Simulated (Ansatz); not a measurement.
In doubt: masses and optical values from hybrid runs of this build are listed as unsure (in some of the runs), which bears on the screening that GW takes from such a start.

ZnIF (1T monolayer (Janus)), computed twice by G0W0.

The cell holds 3 atoms: 1 Zn, 1 F and 1 I. Its edges and angles: a = 3.754 Å, b = 3.754 Å, c = 28.200 Å, α = 90.0°, β = 90.0°, γ = 120.0°. Vacuum lies along c.

```xyz
3
Lattice="3.7536 0.0000 0.0000 -1.8768 3.2507 0.0000 0.0000 0.0000 28.2000" Properties=species:S:1:pos:R:3
Zn    0.0000    0.0000   14.5360
F     0.0000    2.1671   15.3525
I     1.8768    1.0836   12.8475
```

The structure was relaxed with PBE. The runs that relaxed it are not among those shown. Spin-orbit coupling is left out unless a run names it. PAW set soft_2, made with PBE.

The first (Ansatz 0.2.0; start HSE06, 6×6×1 mesh, 212 empty bands, screening to 42 eV; 4 threads of Arm Neoverse V1, shared host) gave, on its mesh: starting gap 2.46 eV, G0W0 gap 3.96 eV, mean of 1 + 4πα/V (set by the cell height) 1.44, 4.8 min.

Q: The second changes start from HSE06 to PBE and mesh from 6×6×1 to 9×9×1. What does it give?

It gave: starting gap 1.42 eV, G0W0 gap 3.31 eV, mean of 1 + 4πα/V (set by the cell height) 1.59, 3.6 min. The G0W0 gap moves by −0.65 eV, −1.04 eV from the start and +0.39 eV from the correction. Σc changes by +0.25 eV at the valence top and −0.25 eV at the conduction bottom, and Σx − Vxc between them by +0.89 eV.

Limits: not at the basis limit; coarse mesh for a sheet; d shell near the gap, gap tends to lie low; no spin-orbit coupling.

[Paths, hosts, dates, memory and timing lines, banners, echoed tables and standing remarks are left out of the program output.]

[Logs are printed without paths, hosts, clocks, repeated set-up lines and the standing remarks that a program may print on its own settings, such as how far it seeks lower states.]

[Runs of the session that timed out or met a known fault of the program may be left out.]

[Cells called generated may have been cut or substituted from an entry of the Crystallography Open Database or the Materials Project.]

[Hosts, paths, dates, database ids (printed as entryN), source tags and the programs' standing remarks are cut or masked in the printed files.]
